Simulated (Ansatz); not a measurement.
# Structural relaxation of a frame of liquid dimethyl carbonate from 300 K (108 atoms), part 2 of 3

Wanted: the relaxed structure of a frame of liquid dimethyl carbonate from 300 K (108 atoms) and its electronic structure.

Ansatz 0.2.0; Kohn-Sham DFT, r2SCAN+D3(BJ), PAW (set soft_2), plane waves.

The cell: 27 C, 27 O and 54 H. The network of contacts between molecules at the start is that of the classical potential that made the cell. Only the Γ point is sampled, in a cell whose shortest periodic width is 11 Å.

So far. Step 2 (Single point at the start): Neighbours are counted within 1.34 Å (H-C), 1.73 Å (C-O).

**3. Relaxation**

With the cell held, the atoms are moved downhill towards a nearby minimum.

The input, input.yaml:

```yaml
crystal:
  lattice:
    - [10.78542, 0.0, 0.0]
    - [0.0, 10.78542, 0.0]
    - [0.0, 0.0, 10.78542]
  atoms:
    [... the 108 atom lines of step 2 ...]
kpoints:
  mp_grid: { grid: [1, 1, 1] }
hamiltonian:
  xc: r2scan
  dispersion: d3bj
scf:
  occupations: { method: fixed }
output:
  forces: true
relax:
  f_tol: 0.05
  max_steps: 200
```

Launch:

```
$ ansatz run input.yaml --threads 4 --pin off --max-ram 8192MiB --backend cpu --events-out ev --progress --plain --runs-dir out
```

Numbers of over 12 decimals in the logs are rounded to 6 here.

Output:

```text
[...]
Crystal: 108 atoms, lattice volume = 1254.617 Å³
Basis set: ecut = 500 eV, 31799 PW (Γ), exchange–correlation on 320×320×320 points (64 copies of the dense FFT grid, shifted against one another)
Bands: 270, of which v1, the nominal top of the filled ones, is band 162 counted from 1 (161 counted from 0)
Symmetry: 1 space group operations
[...]
k-points: 1
[...]
SCF iter   1: F=—  HF=-22996.046713 eV  |F-HF|=—  |Δ(HF+E_count)|=         —  Δρ=7.68e-3  dr2=6.43e-1  dr2_τ=8.56e0  ethr=1.77e-3  ⟨swp⟩=5.0  Hψ=864  notcnv=0  defer=103
[...]
SCF iter   3: F=—  HF=-22994.915768 eV  |F-HF|=—  |Δ(HF+E_count)|=   4.91e-3  Δρ=1.67e-3  dr2=2.48e-2  dr2_τ=2.73e-3  ethr=2.95e-5  ⟨swp⟩=3.0  Hψ=317  notcnv=0  defer=44
automatic band count: iteration 3 solves 208 bands in place of 270: the levels show a gap, and the empty bands left out lie too high to hold charge; the band table lists the bands solved (type scf.n_extra_bands for more)
SCF iter   4: F=—  HF=-22994.918188 eV  |F-HF|=—  |Δ(HF+E_count)|=   2.42e-3  Δρ=6.04e-4  dr2=4.55e-3  dr2_τ=6.67e-4  ethr=7.66e-6  ⟨swp⟩=3.0  Hψ=354  notcnv=0  defer=44
[...]
SCF iter   8: F=-22994.920059 eV  HF=-22994.920055 eV  |F-HF|=4.33e-6  |Δ(HF+E_count)|=   7.95e-6  Δρ=1.23e-5  dr2=1.81e-6  dr2_τ=1.76e-7  ethr=1.20e-8  ⟨swp⟩=2.0  Hψ=701  notcnv=0
SCF 1 converged in 8 iterations: F = -22994.920059 eV  dr2 = 1.81e-6
[...]
relax step   1: F+E_penalty+E_count = -22994.92005943 eV  Δ(F+E_penalty+E_count) = +0.000e0 eV  max|allowed force component| = 4.087e0 eV/Å  Δτ_max = 0.0000 Å  (8 SCF iters, dr2 threshold 6.25e-5 eV, accepted)
[... from here on, the SCF cycles and remarks between the steps are left out ...]
relax step   2: F+E_penalty+E_count = -22998.98857007 eV  Δ(F+E_penalty+E_count) = -4.069e0 eV  max|allowed force component| = 1.878e0 eV/Å  Δτ_max = 0.1941 Å  (7 SCF iters, dr2 threshold 1.00e-4 eV, accepted)
relax step   3: F+E_penalty+E_count = -22999.63740760 eV  Δ(F+E_penalty+E_count) = -6.488e-1 eV  max|allowed force component| = 1.171e0 eV/Å  Δτ_max = 0.2000 Å  (7 SCF iters, dr2 threshold 1.00e-4 eV, accepted)
relax step   4: F+E_penalty+E_count = -23000.08797006 eV  Δ(F+E_penalty+E_count) = -4.506e-1 eV  max|allowed force component| = 4.506e-1 eV/Å  Δτ_max = 0.1936 Å  (7 SCF iters, dr2 threshold 1.00e-4 eV, accepted)
relax step   5: F+E_penalty+E_count = -23000.22423254 eV  Δ(F+E_penalty+E_count) = -1.363e-1 eV  max|allowed force component| = 3.669e-1 eV/Å  Δτ_max = 0.1703 Å  (7 SCF iters, dr2 threshold 3.01e-5 eV, accepted)
relax step   6: F+E_penalty+E_count = -23000.31912010 eV  Δ(F+E_penalty+E_count) = -9.489e-2 eV  max|allowed force component| = 3.433e-1 eV/Å  Δτ_max = 0.1933 Å  (7 SCF iters, dr2 threshold 1.99e-5 eV, accepted)
relax step   7: F+E_penalty+E_count = -23000.38529347 eV  Δ(F+E_penalty+E_count) = -6.617e-2 eV  max|allowed force component| = 3.133e-1 eV/Å  Δτ_max = 0.1680 Å  (7 SCF iters, dr2 threshold 7.81e-5 eV, accepted)
relax step   8: F+E_penalty+E_count = -23000.43466348 eV  Δ(F+E_penalty+E_count) = -4.937e-2 eV  max|allowed force component| = 3.672e-1 eV/Å  Δτ_max = 0.1949 Å  (7 SCF iters, dr2 threshold 8.17e-5 eV, accepted)
relax step   9: F+E_penalty+E_count = -23000.46991864 eV  Δ(F+E_penalty+E_count) = -3.526e-2 eV  max|allowed force component| = 4.182e-1 eV/Å  Δτ_max = 0.1683 Å  (7 SCF iters, dr2 threshold 1.00e-4 eV, accepted)
relax step  10: F+E_penalty+E_count = -23000.50273236 eV  Δ(F+E_penalty+E_count) = -3.281e-2 eV  max|allowed force component| = 4.300e-1 eV/Å  Δτ_max = 0.1825 Å  (7 SCF iters, dr2 threshold 1.00e-4 eV, accepted)
relax step  11: F+E_penalty+E_count = -23000.53106200 eV  Δ(F+E_penalty+E_count) = -2.833e-2 eV  max|allowed force component| = 3.743e-1 eV/Å  Δτ_max = 0.1470 Å  (6 SCF iters, dr2 threshold 1.00e-4 eV, accepted)
relax step  12: F+E_penalty+E_count = -23000.55506318 eV  Δ(F+E_penalty+E_count) = -2.400e-2 eV  max|allowed force component| = 2.809e-1 eV/Å  Δτ_max = 0.1296 Å  (6 SCF iters, dr2 threshold 1.00e-4 eV, accepted)
relax step  13: F+E_penalty+E_count = -23000.57084230 eV  Δ(F+E_penalty+E_count) = -1.578e-2 eV  max|allowed force component| = 2.878e-1 eV/Å  Δτ_max = 0.1400 Å  (7 SCF iters, dr2 threshold 4.44e-5 eV, accepted)
relax step  14: F+E_penalty+E_count = -23000.58384357 eV  Δ(F+E_penalty+E_count) = -1.300e-2 eV  max|allowed force component| = 3.305e-1 eV/Å  Δτ_max = 0.1059 Å  (6 SCF iters, dr2 threshold 4.66e-5 eV, accepted)
relax step  15: F+E_penalty+E_count = -23000.59735887 eV  Δ(F+E_penalty+E_count) = -1.352e-2 eV  max|allowed force component| = 3.091e-1 eV/Å  Δτ_max = 0.0986 Å  (6 SCF iters, dr2 threshold 1.00e-4 eV, accepted)
relax step  16: F+E_penalty+E_count = -23000.60966587 eV  Δ(F+E_penalty+E_count) = -1.231e-2 eV  max|allowed force component| = 3.963e-1 eV/Å  Δτ_max = 0.1380 Å  (7 SCF iters, dr2 threshold 8.36e-5 eV, accepted)
relax step  17: F+E_penalty+E_count = -23000.61799852 eV  Δ(F+E_penalty+E_count) = -8.333e-3 eV  max|allowed force component| = 4.549e-1 eV/Å  Δτ_max = 0.1116 Å  (6 SCF iters, dr2 threshold 1.00e-4 eV, accepted)
relax step  18: F+E_penalty+E_count = -23000.62544667 eV  Δ(F+E_penalty+E_count) = -7.448e-3 eV  max|allowed force component| = 3.318e-1 eV/Å  Δτ_max = 0.0887 Å  (5 SCF iters, dr2 threshold 1.00e-4 eV, accepted)
relax step  19: F+E_penalty+E_count = -23000.63224925 eV  Δ(F+E_penalty+E_count) = -6.803e-3 eV  max|allowed force component| = 1.302e-1 eV/Å  Δτ_max = 0.0734 Å  (5 SCF iters, dr2 threshold 5.86e-5 eV, accepted)
relax step  20: F+E_penalty+E_count = -23000.63859923 eV  Δ(F+E_penalty+E_count) = -6.350e-3 eV  max|allowed force component| = 8.818e-2 eV/Å  Δτ_max = 0.0908 Å  (7 SCF iters, dr2 threshold 2.61e-6 eV, accepted)
relax step  21: F+E_penalty+E_count = -23000.63934015 eV  Δ(F+E_penalty+E_count) = -7.409e-4 eV  max|allowed force component| = 2.649e-1 eV/Å  Δτ_max = 0.1709 Å  (10 SCF iters, accepted)
relax step  22: F+E_penalty+E_count = -23000.64558191 eV  Δ(F+E_penalty+E_count) = -6.242e-3 eV  max|allowed force component| = 1.046e-1 eV/Å  Δτ_max = 0.0466 Å  (5 SCF iters, dr2 threshold 3.22e-5 eV, accepted)
relax step  23: F+E_penalty+E_count = -23000.64811178 eV  Δ(F+E_penalty+E_count) = -2.530e-3 eV  max|allowed force component| = 4.125e-2 eV/Å  Δτ_max = 0.0396 Å  (8 SCF iters, accepted)
relax step  24: F+E_penalty+E_count = -23000.65194325 eV  Δ(F+E_penalty+E_count) = -3.831e-3 eV  max|allowed force component| = 6.851e-2 eV/Å  Δτ_max = 0.1239 Å  (9 SCF iters, accepted)
relax step  25: F+E_penalty+E_count = -23000.65293944 eV  Δ(F+E_penalty+E_count) = -9.962e-4 eV  max|allowed force component| = 1.059e-1 eV/Å  Δτ_max = 0.1581 Å  (10 SCF iters, accepted)
relax step  26: F+E_penalty+E_count = -23000.65442184 eV  Δ(F+E_penalty+E_count) = -1.482e-3 eV  max|allowed force component| = 5.004e-2 eV/Å  Δτ_max = 0.0262 Å  (5 SCF iters, dr2 threshold 1.12e-5 eV, accepted)
relax step  27: F+E_penalty+E_count = -23000.65523229 eV  Δ(F+E_penalty+E_count) = -8.105e-4 eV  max|allowed force component| = 2.949e-2 eV/Å  Δτ_max = 0.0191 Å  (7 SCF iters, accepted)
[...]
SCF iter   2: F=-23000.655232 eV  HF=-23000.655232 eV  |F-HF|=5.92e-8  |Δ(HF+E_count)|=   7.25e-8  Δρ=1.24e-6  dr2=2.71e-8  dr2_τ=1.05e-9  ethr=2.22e-11  ⟨swp⟩=4.0  Hψ=593  notcnv=0
SCF 28 converged in 2 iterations: F = -23000.655232 eV  dr2 = 2.71e-8
SCF converged after 2 iterations
Free energy (F): -23000.655232 eV
[...]
Internal energy: -23000.655232 eV  (E = F + TS)
E sigma→0 (E₀):  -23000.655232 eV
Fermi energy:    -2.435970 eV
[...]
--- Forces (eV/Å), atoms counted from 1 ---
  atom   1  C     -0.00795351     0.00459438     0.00767827
  atom   2  O     -0.00556314    -0.00466918    -0.01154091
  atom   3  C      0.00225674     0.01680272     0.02948493
  atom   4  O      0.00084354    -0.00850756    -0.01144014
  atom   5  O      0.00230196    -0.00197106    -0.00563031
  atom   6  C     -0.00336491     0.00286995    -0.00391767
  atom   7  H      0.00014645     0.00441357    -0.00078040
  atom   8  H      0.00201154    -0.00331616    -0.01043056
  atom   9  H      0.00855825    -0.00700627     0.00561540
  atom  10  H      0.00288531    -0.00126178     0.00252504
  atom  11  H      0.00187164     0.00109182     0.00009415
  atom  12  H      0.00117881    -0.00249669    -0.00169156
  atom  13  C      0.00019105    -0.00179360    -0.00253344
  atom  14  O     -0.00229585     0.00569559    -0.00276203
[...]
atom 107  H      0.00031920    -0.00084653    -0.00015294
  atom 108  H      0.00051642    -0.00005598     0.00056509
  max |Σ_I F_I| component: 7.16e-5 eV/Å
--- Relaxed structure (27 steps of the walk, 27 accepted, 0 SCFs on fresh bases) ---
  F+E_penalty+E_count = -23000.65523229 eV   max|allowed force component| = 2.949e-2 eV/Å
  atoms:
    - { symbol: C, position: [0.949369, 0.130750, 0.729844] }
    - { symbol: O, position: [0.839972, 0.131400, 0.806312] }
    - { symbol: C, position: [0.806713, 0.020504, 0.849210] }
    - { symbol: O, position: [0.860187, 0.923633, 0.830082] }
[...]
- { symbol: H, position: [0.551349, 0.393718, 0.992936] }
```

Run time: 3.3 min. Hardware: 4 threads of AMD EPYC 9R45, shared host; peak memory 3 GiB.

The steps of the relaxation (22 of 27):

```
step  energy less that of the first step (eV)  largest force component (eV/Å)
   1                                   0.0000                          4.0873
   2                                  -4.0685                          1.8782
   3                                  -4.7173                          1.1705
   5                                  -5.3042                          0.3669
   6                                  -5.3991                          0.3433
   7                                  -5.4652                          0.3132
   8                                  -5.5146                          0.3672
  10                                  -5.5827                          0.4300
  11                                  -5.6110                          0.3743
  12                                  -5.6350                          0.2809
  13                                  -5.6508                          0.2878
  15                                  -5.6773                          0.3091
  16                                  -5.6896                          0.3963
  17                                  -5.6979                          0.4549
  18                                  -5.7054                          0.3318
  20                                  -5.7185                          0.0882
  21                                  -5.7193                          0.2649
  22                                  -5.7255                          0.1046
  23                                  -5.7281                          0.0412
  25                                  -5.7329                          0.1059
  26                                  -5.7344                          0.0500
  27                                  -5.7352                          0.0295
```

The atoms that moved most (Å):

```
atom      dx      dy      dz  length
 H91   0.081  -1.405  -1.433   2.009
 H59  -0.440  -1.101  -1.463   1.883
 H60  -0.395  -1.489  -0.176   1.550
  H8   1.452  -0.494   0.135   1.540
  H9   1.096   0.568   0.769   1.455
 H79  -1.066  -0.344  -0.690   1.316
 H92  -0.529  -0.994   0.401   1.195
 H43  -0.308  -0.340   1.094   1.186
```

The relaxation changed the energy by -53.1 meV/atom, and atoms moved by 0.80 Å r.m.s., 2.0 Å at most.

**4. Local order after relaxation**

Bonds before and after, by the cutoffs listed below:

```
pair  bonds before  bonds after  mean before (Å)  mean after (Å)  spread before (Å)  spread after (Å)
 H-C            54           54            1.092           1.087              0.030             0.002
 C-O            45           45            1.359           1.352              0.080             0.086
```

Density 1.07 g/cm³, 11.62 Å³ an atom.

g(r), total and by pair (bins of 0.2 Å):

```
r (Å)  total   H-H    H-C   H-O   C-C    C-O   O-O
 1.00   4.00  0.00  16.00  0.00  0.00   0.00  0.00
 1.20   0.52  0.00   0.00  0.00  0.00   4.11  0.00
 1.40   1.64  0.00   0.00  0.00  0.00  13.05  0.00
 1.60   0.00  0.00   0.00  0.00  0.00   0.00  0.00
 1.80   1.47  5.85   0.00  0.00  0.00   0.00  0.00
 2.00   1.09  0.00   0.00  4.37  0.00   0.00  0.00
 2.20   0.46  0.00   0.00  0.00  0.00   0.00  7.37
 2.40   0.40  0.24   0.00  0.24  4.56   0.00  0.00
 2.60   1.26  0.49   1.73  1.95  0.00   1.74  0.00
 2.80   0.75  1.14   0.22  1.64  0.00   0.00  0.00
 3.00   0.59  0.95   0.52  0.68  0.00   0.37  0.00
 3.20   0.78  0.70   1.45  0.54  0.00   0.54  0.66
 3.40   0.90  0.80   0.95  0.83  0.35   1.73  0.34
 3.60   0.92  0.88   1.46  0.55  0.41   1.07  0.63
 3.80   1.24  0.83   1.38  1.90  1.41   0.72  0.58
 4.00   0.91  0.93   0.84  0.90  1.86   0.81  0.43
 4.20   1.08  1.07   0.80  1.58  1.47   0.65  0.78
 4.40   1.12  1.08   1.13  1.08  1.06   1.19  1.40
 4.60   1.06  1.12   0.92  1.05  2.11   0.49  1.43
 4.80   1.15  1.26   1.41  0.92  0.90   0.94  1.31
 5.00   1.11  1.07   1.31  0.94  0.82   1.40  0.93
 5.20   1.00  1.05   0.97  0.93  0.86   1.31  0.80
```

Bonds by pair of elements; cutoffs follow the first minimum of g(r), held within bounds set by covalent radii, and pairs that aren't listed don't count as bonded:

```
pair A-B  cutoff (Å)  bonds  mean length (Å)  spread (Å)  shortest (Å)  B about A  A about B
     H-C        1.34     54             1.09       0.002          1.08          1          2
     C-O        1.73     45             1.35       0.086          1.21       1.67       1.67
```

How many atoms have how many bonded neighbours:

```
element  mean   1   2  3   4
      C  3.67   0   0  9  18
      H     1  54   0  0   0
      O  1.67   9  18  0   0
```

Bond angles, per cent of each kind in bins of 5°:

```
angle (°)  H-C-H  H-C-O  O-C-O  C-O-C
  100–105    0.0    1.8    0.0    0.0
  105–110   22.2   42.6   33.3    0.0
  110–115   77.8   55.6    0.0   94.4
  115–120    0.0    0.0    0.0    5.6
  120–125    0.0    0.0    0.0    0.0
  125–130    0.0    0.0   66.7    0.0
```

Bond angles (no mean is given where the spread exceeds 20°):

```
angle  count  mean (°)  spread (°)
H-C-H     54       110         0.5
H-C-O     54       109         2.3
O-C-O     27       120         8.5
C-O-C     18       114         0.3
```

Bond length by coordination (bonds to H left out):

```
element  coordination  atoms  mean bond length (Å)
      C             3      9                  1.29
      C             4     18                  1.44
      O             1      9                  1.21
      O             2     18                  1.39
```

With the cutoffs above, 67 % of C atoms have 4, all H atoms have 1 and 67 % of O atoms have 2 bonded neighbours. The H-C-H angle averages 110° with a spread of 0.5°.

(Part 2 of 3 ends here.)

[Logs are printed without paths, hosts, clocks, repeated set-up lines and the standing remarks that a program may print on its own settings, such as how far it seeks lower states.]

[Hosts, paths, dates, database ids (printed as entryN), source tags and the programs' standing remarks are cut or masked in the printed files.]
